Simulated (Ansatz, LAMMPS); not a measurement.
## Electronic structure of amorphous Si0.7Ge0.3 (120 atoms)

Aim: energy, forces, charges and density of states of amorphous Si0.7Ge0.3 (120 atoms) at a fixed geometry.

Method: Kohn-Sham DFT, r2SCAN, PAW (set soft_2), plane waves, in Ansatz 0.2.0.

## 1. Set-up

The cell holds 120 atoms: 84 Si and 36 Ge. Its edges and angles: a = 13.770 Å, b = 13.770 Å, c = 13.770 Å, α = 90.0°, β = 90.0°, γ = 90.0°. 120 atoms (84 Si, 36 Ge) placed at random at 3.16 g/cm³, melted at 3500 K for 10 ps at fixed volume with the Tersoff potential (Tersoff, Phys. Rev. B 39, 5566 (1989)). Quenched from 3500 K to 700 K at 30 K/ps and fixed volume, held 5 ps, then minimised at fixed cell.

Limits known from the start: The quench rate of 30 K/ps is many orders above laboratory rates, so the cell is likely richer in defects and strain than a real sample. The starting topology of bonds comes from the classical model, and needn't be the one that DFT or experiment would give. Only the Γ point is sampled, in a cell whose shortest periodic width is 14 Å.

## 2. How the cell was made

A classical potential makes the cell, at a small fraction of what the same run would cost in DFT.

This step: classical MD, Tersoff potential (Tersoff, Phys. Rev. B 39, 5566 (1989)) (LAMMPS 22 Jul 2025 - Update 4).

in.lmp

```
# melt-quench of Si84Ge36
units metal
atom_style atomic
boundary p p p
region box block 0 13.7704 0 13.7704 0 13.7704
create_box 2 box
mass 1 28.0850   # Si
mass 2 72.6300   # Ge
create_atoms 1 random 84 413304 NULL overlap 2.01 maxtry 2000
create_atoms 2 random 36 413311 NULL overlap 2.01 maxtry 2000
pair_style tersoff
pair_coeff * * SiCGe.tersoff Si(D) Ge
neigh_modify delay 0 every 1 check yes
thermo_style custom step time temp pe press density
thermo_modify norm yes
timestep 0.001
thermo 100
min_style cg
minimize 1e-4 1e-4 200 2000
reset_timestep 0
velocity all create 3500 413305 mom yes dist gaussian
fix lim all nve/limit 0.05
fix lan all langevin 3500 3500 0.1 413306 zero yes
thermo 500
run 1000 post no
unfix lim
unfix lan
thermo 1666
fix md all nvt temp 3500 3500 0.1
run 10000 post no
unfix md
thermo 9333
fix md all nvt temp 3500 700 0.1
run 93333 post no
unfix md
thermo 2500
fix md all nvt temp 700 700 0.1
run 5000 post no
unfix md
thermo 100
min_style cg
minimize 0 1e-3 2000 20000
write_dump all custom glass.dump id type xs ys zs modify sort id
```

Started as:

```sh
> lmp -in in.lmp -log none -nocite
```

What it wrote:

```text
LAMMPS (22 Jul 2025 - Update 4)
Created orthogonal box = (0 0 0) to (13.7704 13.7704 13.7704)
Created 84 atoms
Created 36 atoms
   Step          Time           Temp          PotEng         Press         Density
         0   0              0             -2.2179319      66762.082      3.1630019
        36   0.036          0             -3.4428148      18451.557      3.1630019
Loop time of 0.0163277 s on 1 MPI rank(s) for 36 steps with 120 atoms
Minimization stats:
  Stopping criterion = energy tolerance
  Energy initial, next-to-last, final =
     -2.21793193602394  -3.44269067011177  -3.44281475388658
  Force two-norm initial, final = 89.920569 3.6033347
  Iterations, force evaluations = 36 50
   Step          Time           Temp          PotEng         Press         Density
         0   0              3500          -3.4428148      40473.675      3.1630019
       500   0.5            3962.8752     -3.3113069      8081.2453      3.1630019
      1000   1              3565.8406     -3.3868001      9771.2145      3.1630019
Loop time of 0.334324 s on 1 MPI rank(s) for 1000 steps with 120 atoms
   Step          Time           Temp          PotEng         Press         Density
      1000   1              3565.8406     -3.3868001      9771.2145      3.1630019
      1666   1.666          3276.6453     -3.3506492      26005.048      3.1630019
      3332   3.332          3223.8146     -3.4392167      21327.484      3.1630019
      4998   4.998          4079.4739     -3.3342237     -27292.178      3.1630019
      6664   6.664          3512.201      -3.4620368      1908.9475      3.1630019
      8330   8.33           4098.2584     -3.3160975     -2381.9927      3.1630019
      9996   9.996          3364.2395     -3.3638937      12706.663      3.1630019
[... 1 line left out ...]
Loop time of 2.30211 s on 1 MPI rank(s) for 10000 steps with 120 atoms
   Step          Time           Temp          PotEng         Press         Density
[... 12 lines left out ...]
Loop time of 16.1439 s on 1 MPI rank(s) for 93333 steps with 120 atoms
   Step          Time           Temp          PotEng         Press         Density
[... 3 lines left out ...]
    109333   109.333        751.48975     -4.0069049     -14613.347      3.1630019
Loop time of 0.674699 s on 1 MPI rank(s) for 5000 steps with 120 atoms
   Step          Time           Temp          PotEng         Press         Density
    109333   109.333        751.48975     -4.0069049     -14613.347      3.1630019
    109400   109.4          751.48975     -4.0826379     -19476.991      3.1630019
    109450   109.45         751.48975     -4.0826636     -19410.305      3.1630019
Loop time of 0.0554506 s on 1 MPI rank(s) for 117 steps with 120 atoms
Minimization stats:
  Stopping criterion = force tolerance
  Energy initial, next-to-last, final =
     -4.00690493750945  -4.08266363896886  -4.08266363906908
  Force two-norm initial, final = 16.404665 0.0008781638
  Iterations, force evaluations = 117 403
```

Run time: 20 s. Hardware: 1 thread of Intel Xeon 6975P-C (Granite Rapids), shared host; peak memory 0.076 GiB.

## 3. Plane-wave single point

One self-consistent run at the given positions yields energy and forces.

input.yaml

```yaml
crystal:
  lattice:
    - [13.7704, 0.0, 0.0]
    - [0.0, 13.7704, 0.0]
    - [0.0, 0.0, 13.7704]
  atoms:
    - { symbol: Si, position: [0.82817, 0.31382, 0.25925] }
    - { symbol: Si, position: [0.28916, 0.06057, 0.01332] }
    - { symbol: Si, position: [0.19946, 0.93086, 0.08946] }
    - { symbol: Si, position: [0.27107, 0.73087, 0.86859] }
    - { symbol: Si, position: [0.7912, 0.51752, 0.44745] }
    - { symbol: Si, position: [0.28139, 0.0303, 0.44248] }
    - { symbol: Si, position: [0.86604, 0.0414, 0.11582] }
    - { symbol: Si, position: [0.59915, 0.66848, 0.27921] }
    - { symbol: Si, position: [0.40296, 0.2722, 0.1396] }
    - { symbol: Si, position: [0.81139, 0.75902, 0.08202] }
    - { symbol: Si, position: [0.3719, 0.74763, 0.44397] }
    - { symbol: Si, position: [0.75976, 0.11693, 0.47498] }
    - { symbol: Si, position: [0.56412, 0.34667, 0.87447] }
    - { symbol: Si, position: [0.64626, 0.12135, 0.34573] }
    - { symbol: Si, position: [0.9064, 0.74168, 0.53717] }
    - { symbol: Si, position: [0.6327, 0.47762, 0.48946] }
    - { symbol: Si, position: [0.18389, 0.02794, 0.71091] }
    - { symbol: Si, position: [0.43347, 0.45342, 0.90489] }
    - { symbol: Si, position: [0.53923, 0.76905, 0.40934] }
    - { symbol: Si, position: [0.70622, 0.3364, 0.76865] }
    - { symbol: Si, position: [0.30454, 0.35293, 0.26402] }
    - { symbol: Si, position: [0.13106, 0.51374, 0.49473] }
    - { symbol: Si, position: [0.13391, 0.6258, 0.85323] }
    - { symbol: Si, position: [0.08502, 0.60377, 0.16688] }
    - { symbol: Si, position: [0.2091, 0.24323, 0.65548] }
    - { symbol: Si, position: [0.17882, 0.19213, 0.96449] }
    - { symbol: Si, position: [0.7659, 0.62741, 0.31479] }
    - { symbol: Si, position: [0.07723, 0.78567, 0.58427] }
    - { symbol: Si, position: [0.65703, 0.36658, 0.01717] }
    - { symbol: Si, position: [0.90509, 0.15767, 0.24289] }
    - { symbol: Si, position: [0.66309, 0.78422, 0.00289] }
    - { symbol: Si, position: [0.03844, 0.07473, 0.48259] }
    - { symbol: Si, position: [0.56476, 0.62964, 0.5261] }
    - { symbol: Si, position: [0.72658, 0.15555, 0.8105] }
    - { symbol: Si, position: [0.61183, 0.94256, 0.95566] }
    - { symbol: Si, position: [0.04693, 0.14976, 0.06211] }
    - { symbol: Si, position: [0.85594, 0.58765, 0.59257] }
    - { symbol: Si, position: [0.8966, 0.06812, 0.38866] }
    - { symbol: Si, position: [0.81534, 0.88682, 0.74975] }
    - { symbol: Si, position: [0.88076, 0.73503, 0.8038] }
    - { symbol: Si, position: [0.25325, 0.64199, 0.18834] }
    - { symbol: Si, position: [0.78678, 0.90572, 0.18202] }
    - { symbol: Si, position: [0.3416, 0.40296, 0.03976] }
    - { symbol: Si, position: [0.87458, 0.37132, 0.41491] }
    - { symbol: Si, position: [0.30289, 0.46905, 0.51322] }
    - { symbol: Si, position: [0.20321, 0.89177, 0.82229] }
    - { symbol: Si, position: [0.65697, 0.35075, 0.60354] }
    - { symbol: Si, position: [0.41228, 0.09815, 0.12848] }
    - { symbol: Si, position: [0.5214, 0.5217, 0.23096] }
    - { symbol: Si, position: [0.99519, 0.41356, 0.74696] }
    - { symbol: Si, position: [0.1314, 0.33203, 0.26706] }
    - { symbol: Si, position: [0.64524, 0.99642, 0.22246] }
    - { symbol: Si, position: [0.6527, 0.70756, 0.64939] }
    - { symbol: Si, position: [0.51537, 0.76377, 0.75333] }
    - { symbol: Si, position: [0.3073, 0.10584, 0.60535] }
    - { symbol: Si, position: [0.03895, 0.9088, 0.9069] }
    - { symbol: Si, position: [0.12784, 0.03249, 0.33918] }
    - { symbol: Si, position: [0.93681, 0.77199, 0.96274] }
    - { symbol: Si, position: [0.8475, 0.90658, 0.34156] }
    - { symbol: Si, position: [0.72639, 0.9416, 0.48162] }
    - { symbol: Si, position: [0.93841, 0.27232, 0.65677] }
    - { symbol: Si, position: [0.06535, 0.43303, 0.1394] }
    - { symbol: Si, position: [0.35536, 0.50515, 0.18319] }
    - { symbol: Si, position: [0.77144, 0.82616, 0.59849] }
    - { symbol: Si, position: [0.49866, 0.2861, 0.6371] }
    - { symbol: Si, position: [0.42038, 0.20381, 0.50625] }
    - { symbol: Si, position: [0.59011, 0.07306, 0.07663] }
    - { symbol: Si, position: [0.03107, 0.7214, 0.28741] }
    - { symbol: Si, position: [0.7874, 0.5897, 0.14695] }
    - { symbol: Si, position: [0.01584, 0.53323, 0.62764] }
    - { symbol: Si, position: [0.3586, 0.67175, 0.72329] }
    - { symbol: Si, position: [0.39063, 0.01126, 0.28449] }
    - { symbol: Si, position: [0.82801, 0.3692, 0.98364] }
    - { symbol: Si, position: [0.80278, 0.27219, 0.54353] }
    - { symbol: Si, position: [0.34361, 0.97873, 0.87375] }
    - { symbol: Si, position: [0.76607, 0.61097, 0.75817] }
    - { symbol: Si, position: [0.38766, 0.35033, 0.41319] }
    - { symbol: Si, position: [0.63159, 0.67941, 0.86407] }
    [... 36 atom lines left out ...]
    - { symbol: Ge, position: [0.67683, 0.98127, 0.79651] }
    - { symbol: Ge, position: [0.88446, 0.43274, 0.13564] }
    - { symbol: Ge, position: [0.41249, 0.72577, 0.00938] }
    - { symbol: Ge, position: [0.75183, 0.11169, 0.99325] }
    - { symbol: Ge, position: [0.11835, 0.17048, 0.79868] }
    - { symbol: Ge, position: [0.95592, 0.98327, 0.76667] }
kpoints:
  mp_grid: { grid: [1, 1, 1] }
hamiltonian:
  xc: r2scan
scf:
  occupations: { method: gaussian, width: 0.025 }
output:
  forces: true
  stress: true
  populations: true
  dos:
    method: { smearing: { sigma: 0.08 } }
    de: 0.1
    projected: { site_lists: { Ge: [Ge], Si: [Si] } }
  eigenvalues: true
  write_density: true
  write_potential: true
  volumetric_format: npy
```

Started as:

```sh
> ansatz run input.yaml --threads 8 --pin off --max-ram 15872MiB --backend cpu --events-out ev --progress --plain --runs-dir out
```

What it wrote:

```text
Engine: ansatz 0.2.0, x86_64-unknown-linux-gnu
Pseudopotentials: kind: paw
Pseudopotential: Si, paw, valence charge 4, recommended cutoff 500 eV (meta_gga), Si.paw.azcp
Pseudopotential: Ge, paw, valence charge 14, recommended cutoff 500 eV (meta_gga), Ge.paw.azcp
[... 6 lines on functional and potentials left out ...]
Crystal: 120 atoms, lattice volume = 2611.197 Å³
Basis set: ecut = 500 eV, 66539 PW (Γ), exchange–correlation on 432×432×432 points (64 copies of the dense FFT grid, shifted against one another)
Bands: 540, of which v1, the nominal top of the filled ones, is band 420 counted from 1 (419 counted from 0)
Symmetry: 1 space group operations
Space group: P1 (ITA 1), of the structure as read, at distance tolerance 1.4e-4 Å
k-points: 1
[... 7 lines on functional and potentials left out ...]
Initial density: superposition of atomic densities (neutral atoms: chi_scale 0, normalization atom), corrected by the library's trained network
Initial wavefunctions: pseudopotential atomic-orbital guess
Functional: x = r2scan, c = r2scan; τ floored in thin density (d = 2e-4 eV/Å³)
SCF iter   1: F=—  HF=-208547.017396 eV  |F-HF|=—  |Δ(HF+E_count)|=         —  Δρ=6.51e-3  dr2=2.36e0  dr2_τ=4.45e-1  ethr=1.77e-3  ⟨swp⟩=6.0  Hψ=2175  notcnv=0  defer=35
preconditioner: auto → Resta (q_TF=auto, 2.258 Å⁻¹)  ε∞=4.9  [insulator: Δε(μ)=0.118 eV  Ē_g=8.013 eV  σ=0.025 eV  W_gap=1.00  n_scr=484 (ndim 8)  ℏωp=15.9 eV  f_vac=0.021  D(μ)=0.37/eV (n_scr^D=0)  ε∞_Penn≈4.9]
SCF iter   2: F=—  HF=-208547.567261 eV  |F-HF|=—  |Δ(HF+E_count)|=   5.50e-1  Δρ=3.22e-3  dr2=4.56e-1  dr2_τ=2.52e-3  ethr=2.81e-4  ⟨swp⟩=3.0  Hψ=1055  notcnv=0  defer=111
preconditioner: auto → LDOS  [insulator: Δε(μ)=0.040 eV  Ē_g=7.994 eV  σ=0.025 eV  W_gap=0.75  n_scr=484 (ndim 8)  ℏωp=15.9 eV  f_vac=0.022  D(μ)=47.03/eV (n_scr^D=250)  ε∞_Penn≈5.0  β→1.0]
SCF iter   3: F=—  HF=-208547.535296 eV  |F-HF|=—  |Δ(HF+E_count)|=   3.20e-2  Δρ=1.06e-3  dr2=4.17e-2  dr2_τ=5.15e-4  ethr=5.43e-5  ⟨swp⟩=2.0  Hψ=830  notcnv=0  defer=111
SCF iter   4: F=—  HF=-208547.536676 eV  |F-HF|=—  |Δ(HF+E_count)|=   1.38e-3  Δρ=3.60e-4  dr2=1.35e-2  dr2_τ=7.07e-5  ethr=4.97e-6  ⟨swp⟩=2.0  Hψ=846  notcnv=0  defer=111
SCF iter   5: F=—  HF=-208547.535532 eV  |F-HF|=—  |Δ(HF+E_count)|=   1.14e-3  Δρ=1.63e-4  dr2=2.14e-3  dr2_τ=6.51e-6  ethr=1.60e-6  ⟨swp⟩=2.0  Hψ=751  notcnv=0  defer=111
SCF iter   6: F=—  HF=-208547.535356 eV  |F-HF|=—  |Δ(HF+E_count)|=   1.76e-4  Δρ=6.66e-5  dr2=3.92e-4  dr2_τ=1.02e-6  ethr=2.54e-7  ⟨swp⟩=2.0  Hψ=845  notcnv=0  defer=111
SCF iter   7: F=—  HF=-208547.535391 eV  |F-HF|=—  |Δ(HF+E_count)|=   3.57e-5  Δρ=2.82e-5  dr2=6.92e-5  dr2_τ=1.91e-7  ethr=4.67e-8  ⟨swp⟩=2.0  Hψ=582  notcnv=0  defer=111
SCF iter   8: F=—  HF=-208547.536830 eV  |F-HF|=—  |Δ(HF+E_count)|=   1.44e-3  Δρ=1.18e-5  dr2=1.20e-5  dr2_τ=4.21e-8  ethr=8.24e-9  ⟨swp⟩=2.0  Hψ=958  notcnv=0  defer=111
SCF iter   9: F=—  HF=-208547.536829 eV  |F-HF|=—  |Δ(HF+E_count)|=   6.28e-7  Δρ=5.21e-6  dr2=2.26e-6  dr2_τ=8.53e-9  ethr=1.43e-9  ⟨swp⟩=2.0  Hψ=848  notcnv=0  defer=111
SCF iter  10: F=—  HF=-208547.536829 eV  |F-HF|=—  |Δ(HF+E_count)|=   9.43e-9  Δρ=2.41e-6  dr2=4.52e-7  dr2_τ=1.20e-9  ethr=2.69e-10  ⟨swp⟩=2.0  Hψ=848  notcnv=0  defer=111
SCF iter  11: F=-208547.536829 eV  HF=-208547.536829 eV  |F-HF|=7.39e-8  |Δ(HF+E_count)|=   1.10e-8  Δρ=1.06e-6  dr2=9.78e-8  dr2_τ=2.95e-10  ethr=1.19e-11  ⟨swp⟩=17.0  Hψ=4133  notcnv=0
SCF 1 converged in 11 iterations: F = -208547.536829 eV  dr2 = 9.78e-8
  greatest PAW one-centre occupation: 0.998 electrons in one spin orbital (limit 2), on the Ge atom at site 87 (counted from 0), in its partial waves of l = 2
SCF converged after 11 iterations
Free energy (F): -208547.536829 eV
Harris-Foulkes:  -208547.536829 eV  (|F-HF|=7.39e-8)
Internal energy: -208547.525169 eV  (E = F + TS)
E sigma→0 (E₀):  -208547.530999 eV
Entropy (-TS):   -0.011660 eV (-0.097 meV/atom)
Fermi energy:    6.643331 eV
--- Per-component energies (eV) ---
  E_band       = -6173.965765
  E_kinetic    = 7301.615068
  E_local      = -117421.489209  (includes V_loc(G=0)·N_el)
  E_nonlocal   = 17166.263119
  E_hartree    = 52457.312507
  E_xc         = -6771.198457
  E_vxc        = -6570.753275  (∫ρ·V_xc dr)
  E_paw        = -116822.853715  (= ΣΔE_a)
  E_vpaw       = -11867.551364  (= ΣTr[D̂ρ^β])
  E_aug_tail   = 0.000947  (compensation charges beyond the density's cutoff)
  E_vtau       = 303.314391  (kinetic-family band-sum trace: ∫τ·v_τ [+ j·A + Jᵃ·Aᵃ] dr)
  E_ewald      = -44411.667493
  E_core_change = -45.507938  (= ΣΔE_core)
  E_smearing   = -0.011660  (= −TS)
  E_closure    = -0.000000  (closes the sum)
  Σ components = -208547.536829   (vs F -208547.536829, Δ=0.00e0)
--- Forces (eV/Å), atoms counted from 1 ---
  atom   1  Si    -0.24609220    -0.06368846     0.18749919
  atom   2  Si     0.05332269     0.15020487     0.10713612
  atom   3  Si    -0.19357364     0.20827049    -0.03071849
  atom   4  Si    -0.04756947    -0.30143890    -0.41893634
  atom   5  Si     0.03326453     0.10755377    -0.27409468
  atom   6  Si    -0.19363038     0.30700131    -0.45141154
  atom   7  Si    -0.08883473    -0.85136958    -0.49949420
  atom   8  Si    -0.09559045     0.19590817    -0.01117904
  atom   9  Si    -0.32920176    -0.11850235    -0.04243955
  atom  10  Si    -0.16888094     0.20249351     0.07675376
  atom  11  Si     0.65864984     0.10061639    -0.37895114
  atom  12  Si    -0.01516402    -0.79807697     0.09312970
  atom  13  Si     0.20262785    -0.25322138    -0.31212712
  atom  14  Si     0.70539853    -0.01118528     0.09823394
[...]
atom 119  Ge     0.61483140     0.05302518    -0.08961748
  atom 120  Ge    -0.15611171    -0.05171353     0.07129391
  max |Σ_I F_I| component: 8.21e-5 eV/Å
--- Stress (GPa, compression-positive) ---
       -2.576654       0.766091       0.104036
        0.766091      -3.161443       0.070198
        0.104036       0.070198      -2.187939
  P = ⅓ Tr σ = -2.6420 GPa (-26.420 kbar)
--- Band table (eV) ---
  k-point 0: bands = ["-18.8662", "-18.8464", "-18.8459", "-18.8320", [... 524 levels ...], "10.4921", "10.5238", "10.5474", "10.5893", "10.6118", "10.6573", "10.6603", "10.6854", "10.6935", "10.7146", "10.7448", "10.7935"]
--- Löwdin populations: 120 sites ---
  site symbol       q [e]
     0     Si      3.8996
     1     Si      3.9437
     2     Si      3.8864
[...]
119     Ge     13.9839
  spilling = 0.005891 (of n_electrons = 840.000000)
```

Run time: 53 s. Hardware: 8 threads of Intel Xeon 6975P-C (Granite Rapids), shared host; peak memory 8.2 GiB; 6.3 min of CPU time.

Reading the cycles: dr2 is the Hartree energy of the density residual (eV), the measure of convergence; HF is the Harris–Foulkes estimate of the energy, which meets the free energy F at convergence.

Read from the output:

```
free energy                             : -208547.5368 eV
free energy per atom                    : -1737.8961 eV/atom
SCF cycles                              : 11
pressure                                : -2.642 GPa
r.m.s. force component                  : 0.2856 eV/Å
longest force                           : 0.9911 eV/Å
Fermi energy                            : 6.643 eV
levels partly filled by over 2 per cent : 2
spilling of the projection              : 0.005891
```

Neighbours are counted within 2.83 Å (Si-Si), 2.88 Å (Si-Ge), 2.93 Å (Ge-Ge).

Length of the force by element and coordination:

| element | coordination | atoms | mean length of the force (eV/Å) | spread | least | most |
| --- | --- | --- | --- | --- | --- | --- |
| Ge | all | 36 | 0.439 | 0.167 | 0.171 | 0.881 |
| Ge | 4 | 32 | 0.429 | 0.155 | 0.171 | 0.774 |
| Ge | 5 | 4 | 0.514 | 0.229 | 0.255 | 0.881 |
| Si | all | 84 | 0.464 | 0.199 | 0.144 | 0.991 |
| Si | 4 | 70 | 0.435 | 0.189 | 0.144 | 0.991 |
| Si | 5 | 14 | 0.608 | 0.185 | 0.267 | 0.948 |

Löwdin charges by element and coordination (they lack the spilled electrons, 0.041 e an atom on average):

```
element  coordination  atoms  mean charge (e)  spread    least    most
     Ge           all     36          -0.0178  0.0255  -0.0704  0.0381
     Ge             4     32          -0.0194  0.0263  -0.0704  0.0381
     Ge             5      4          -0.0054   0.012  -0.0143   0.015
     Si           all     84           0.0666  0.0363  -0.0214   0.202
     Si             4     70           0.0706  0.0342  -0.0214   0.202
     Si             5     14           0.0461  0.0393  -0.0085   0.125
```

Density of states as counts of states in windows of 1 eV (from the Fermi level), total and the larger projections:

| from (eV) | to (eV) | total | Si p | Ge p | Si s | Ge s |
| --- | --- | --- | --- | --- | --- | --- |
| -14 | -13 | 1.9 | 0.1 | 0.0 | 1.1 | 0.7 |
| -13 | -12 | 12.4 | 1.9 | 0.9 | 5.8 | 3.7 |
| -12 | -11 | 28.9 | 5.9 | 2.5 | 12.7 | 7.7 |
| -11 | -10 | 29.3 | 6.7 | 2.7 | 12.3 | 7.6 |
| -10 | -9 | 40.7 | 10.1 | 4.1 | 18.1 | 8.2 |
| -9 | -8 | 27.3 | 8.0 | 3.2 | 11.1 | 4.8 |
| -8 | -7 | 28.8 | 9.7 | 3.7 | 10.7 | 4.5 |
| -7 | -6 | 30.4 | 11.7 | 4.4 | 10.2 | 3.9 |
| -6 | -5 | 29.7 | 13.9 | 5.4 | 7.6 | 2.5 |
| -5 | -4 | 45.8 | 28.1 | 11.2 | 4.6 | 1.5 |
| -4 | -3 | 60.9 | 39.4 | 16.3 | 3.2 | 1.4 |
| -3 | -2 | 66.0 | 43.1 | 18.0 | 2.9 | 1.2 |
| -2 | -1 | 51.5 | 32.9 | 14.5 | 2.1 | 1.0 |
| -1 | 0 | 27.7 | 15.1 | 8.3 | 2.3 | 1.2 |
| 0 | 1 | 32.2 | 14.7 | 7.7 | 5.2 | 2.5 |
| 1 | 2 | 53.4 | 24.5 | 10.4 | 8.8 | 4.0 |
| 2 | 3 | 69.4 | 32.2 | 13.7 | 9.5 | 3.5 |

The curve was stored every 0.10 eV, coarse against its broadening of 0.08 eV, so these counts are rough.

Between -26 and -14 eV lie 360 more states.

The levels nearest the highest filled one (over half full), pooled over k-points and spins:

```
level less the highest filled one (eV)  occupation
                                -0.509           2
                                -0.386           2
                                -0.341           2
                                -0.139           2
                               -0.0781           2
                                     0        1.82
                                 0.047       0.184
                                 0.123           0
                                 0.226           0
                                 0.299           0
                                 0.325           0
                                 0.412           0
```

(Continued in part 2 of 2.)

[Logs are printed without paths, hosts, clocks, repeated set-up lines and the standing remarks that a program may print on its own settings, such as how far it seeks lower states.]

[Hosts, paths, dates, database ids (printed as entryN), source tags and the programs' standing remarks are cut or masked in the printed files.]
